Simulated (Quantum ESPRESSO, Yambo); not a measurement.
# TiO2 (Anatase): G0W0 in Yambo against the bands, part 2 of 2

Wanted: the cheapest bands that holds the gap of TiO2 (Anatase).

Yambo 5.3.0; PBE and many-body steps on it, plane waves. Known limits of the many-body steps: not at the basis limit.

So far. Step 4 (95 bands): Against the run before, the gap moves by −0.024 eV.

## 5. 156 bands

Level of this step: G0W0 on PBE, plane waves, norm-conserving pseudopotentials (Yambo).

File gw4.in:

```
HF_and_locXC
gw0
dyson
ppa
em1d
rim_cut
RandQpts= 1000000
RandGvec= 1 RL
EXXRLvcs= 76 Ry
VXCRLvcs= 304 Ry
Chimod= "HARTREE"
% BndsRnXp
 1 | 156 |
%
NGsBlkXp= 9 Ry
% LongDrXp
 1 | 1 | 1 |
%
% GbndRnge
 1 | 156 |
%
DysSolver= "n"
ExtendOut
PPAPntXp= 27.21138 eV
% QPkrange
 3 | 3 | 23 | 26 |
 1 | 1 | 23 | 26 |
 9 | 9 | 23 | 26 |
%
```

Command:

```console
OMP_NUM_THREADS=2 mpirun -n 2 yambo -F gw4.in -J gw4 -C gw4 > gw4.log
```

The log of the run:

```text
 Yambo, version 5.3.0

 [02] CORE Variables Setup
 =========================

  [... cell, symmetries and grids as in the set-up ...]

  [02.05] Energies & Occupations
  ==============================

  [X] === General ===
  [X] Electronic Temperature                        :  0.000000  0.000000 [eV K]
  [X] Bosonic    Temperature                        :  0.000000  0.000000 [eV K]
  [X] Finite Temperature mode                       : no
  [X] El. density                                   :  0.70458E+24 [cm-3]
[...]
QP @ state[ 2 ] b range                          :  23  26
   QP @ state[ 3 ] K range                          :   9   9
   QP @ state[ 3 ] b range                          :  23  26
   GF energies kind                                 : Perdew, Burke & Ernzerhof(X)+Perdew, Burke & Ernzerhof(C)
   GF WF`s kind                                     : Perdew, Burke & Ernzerhof(X)+Perdew, Burke & Ernzerhof(C)
   Xs energies kind                                 : Perdew, Burke & Ernzerhof(X)+Perdew, Burke & Ernzerhof(C)
   Xs WF`s kind                                     : Perdew, Burke & Ernzerhof(X)+Perdew, Burke & Ernzerhof(C)

 [11] Game Over & Game summary
```

Run time: 11 min. Hardware: 2 MPI ranks of Arm Neoverse V1, shared host; peak memory 2.1 GiB.

This step gave:

```
G0W0 gap on the points computed              : 3.673 eV
starting gap on the mesh                     : 2.189 eV
k of the valence top                         : 0, 0, -0.5
k of the conduction bottom                   : 0, 0, 0
least direct G0W0 gap on the computed points : 4.004 eV
```

Against the run before, the gap moves by −0.058 eV.

## 6. 227 bands

gw5.in, as its differences from gw4.in of step 5:

```diff
@@ -12,3 +12,3 @@
 % BndsRnXp
- 1 | 156 |
+ 1 | 227 |
 %
@@ -19,3 +19,3 @@
 % GbndRnge
- 1 | 156 |
+ 1 | 227 |
 %
```

Command:

```console
OMP_NUM_THREADS=2 mpirun -n 2 yambo -F gw5.in -J gw5 -C gw5 > gw5.log
```

The log of the run:

```text
 Yambo, version 5.3.0

 [02] CORE Variables Setup
 =========================

  [... cell, symmetries and grids as in the set-up ...]

  [02.05] Energies & Occupations
  ==============================

  [X] === General ===
  [X] Electronic Temperature                        :  0.000000  0.000000 [eV K]
  [X] Bosonic    Temperature                        :  0.000000  0.000000 [eV K]
  [X] Finite Temperature mode                       : no
  [X] El. density                                   :  0.70458E+24 [cm-3]
[...]
QP @ state[ 2 ] b range                          :  23  26
   QP @ state[ 3 ] K range                          :   9   9
   QP @ state[ 3 ] b range                          :  23  26
   GF energies kind                                 : Perdew, Burke & Ernzerhof(X)+Perdew, Burke & Ernzerhof(C)
   GF WF`s kind                                     : Perdew, Burke & Ernzerhof(X)+Perdew, Burke & Ernzerhof(C)
   Xs energies kind                                 : Perdew, Burke & Ernzerhof(X)+Perdew, Burke & Ernzerhof(C)
   Xs WF`s kind                                     : Perdew, Burke & Ernzerhof(X)+Perdew, Burke & Ernzerhof(C)

 [11] Game Over & Game summary
```

Wall time 16 min (2 MPI ranks); peak memory 2.3 GiB; 63 min of CPU time.

Numbers from this step:

| Item | Value |
| --- | --- |
| G0W0 gap on the points computed | 3.638 eV |
| starting gap on the mesh | 2.189 eV |
| k of the valence top | 0, 0, -0.5 |
| k of the conduction bottom | 0, 0, 0 |
| least direct G0W0 gap on the computed points | 3.969 eV |

Against the run before, the gap moves by −0.036 eV.

## 7. 308 bands

gw6.in, as its differences from gw5.in of step 6:

```diff
@@ -12,3 +12,3 @@
 % BndsRnXp
- 1 | 227 |
+ 1 | 308 |
 %
@@ -19,3 +19,3 @@
 % GbndRnge
- 1 | 227 |
+ 1 | 308 |
 %
```

Command:

```console
OMP_NUM_THREADS=2 mpirun -n 2 yambo -F gw6.in -J gw6 -C gw6 > gw6.log
```

The log of the run:

```text
 Yambo, version 5.3.0

 [02] CORE Variables Setup
 =========================

  [... cell, symmetries and grids as in the set-up ...]

  [02.05] Energies & Occupations
  ==============================

  [X] === General ===
  [X] Electronic Temperature                        :  0.000000  0.000000 [eV K]
  [X] Bosonic    Temperature                        :  0.000000  0.000000 [eV K]
  [X] Finite Temperature mode                       : no
  [X] El. density                                   :  0.70458E+24 [cm-3]
[...]
QP @ state[ 2 ] b range                          :  23  26
   QP @ state[ 3 ] K range                          :   9   9
   QP @ state[ 3 ] b range                          :  23  26
   GF energies kind                                 : Perdew, Burke & Ernzerhof(X)+Perdew, Burke & Ernzerhof(C)
   GF WF`s kind                                     : Perdew, Burke & Ernzerhof(X)+Perdew, Burke & Ernzerhof(C)
   Xs energies kind                                 : Perdew, Burke & Ernzerhof(X)+Perdew, Burke & Ernzerhof(C)
   Xs WF`s kind                                     : Perdew, Burke & Ernzerhof(X)+Perdew, Burke & Ernzerhof(C)

 [11] Game Over & Game summary
```

Run time: 22 min. Hardware: 2 MPI ranks; peak memory 2.9 GiB; 87 min of CPU time.

Numbers from this step:

- G0W0 gap on the points computed: 3.611 eV
- starting gap on the mesh: 2.189 eV
- k of the valence top: 0, 0, -0.5
- k of the conduction bottom: 0, 0, 0
- least direct G0W0 gap on the computed points: 3.942 eV

Against the run before, the gap moves by −0.027 eV.

## 8. The runs together

Times are wall times on 2 MPI ranks of Arm Neoverse V1, shared host. The host was busy with other work, so they are no guide to cost.

| run | mesh | bands | screening cutoff (eV) | DFT gap (eV) | gap on the mesh (eV) | direct (eV) | time |
| --- | --- | --- | --- | --- | --- | --- | --- |
| 40 bands | 4×4×4 | 40 | 122.5 | 2.189 | 3.869 | 4.200 | 2 min |
| 59 bands | 4×4×4 | 59 | 122.5 | 2.189 | 3.755 | 4.091 | 3.9 min |
| 95 bands | 4×4×4 | 95 | 122.5 | 2.189 | 3.732 | 4.069 | 6.3 min |
| 156 bands | 4×4×4 | 156 | 122.5 | 2.189 | 3.673 | 4.004 | 11 min |
| 227 bands | 4×4×4 | 227 | 122.5 | 2.189 | 3.638 | 3.969 | 16 min |
| 308 bands | 4×4×4 | 308 | 122.5 | 2.189 | 3.611 | 3.942 | 22 min |

## 9. Summary of results

| Item | Value |
| --- | --- |
| 40 bands | 3.869 eV |
| 59 bands | 3.755 eV |
| 95 bands | 3.732 eV |
| 156 bands | 3.673 eV |
| 227 bands | 3.638 eV |
| 308 bands | 3.611 eV |
| known limits | not at the basis limit |

**Reading.** The setting moved: bands. From 40 bands to 308 bands the gap moves by −0.26 eV, for 11 times the time. The last step still moves it by −0.027 eV. Bands and screening cutoff are coupled, so a series along one setting does not show full convergence. Bands and cutoff are finite, so the gap is not at the basis limit. The miss can reach some tenths of an eV and take either sign; the mesh is an error of its own. In the G0W0 runs levels were corrected at 3 k points alone, so a gap called «on the mesh» is the least over those, and an edge elsewhere would be missed.

[Paths, hosts, dates, memory and timing lines, banners, echoed tables and standing remarks are left out of the program output.]

[Logs are printed without paths, hosts, clocks, repeated set-up lines and the standing remarks that a program may print on its own settings, such as how far it seeks lower states.]

[Runs of the session that timed out or met a known fault of the program may be left out.]

[Hosts, paths, dates, database ids (printed as entryN), source tags and the programs' standing remarks are cut or masked in the printed files.]
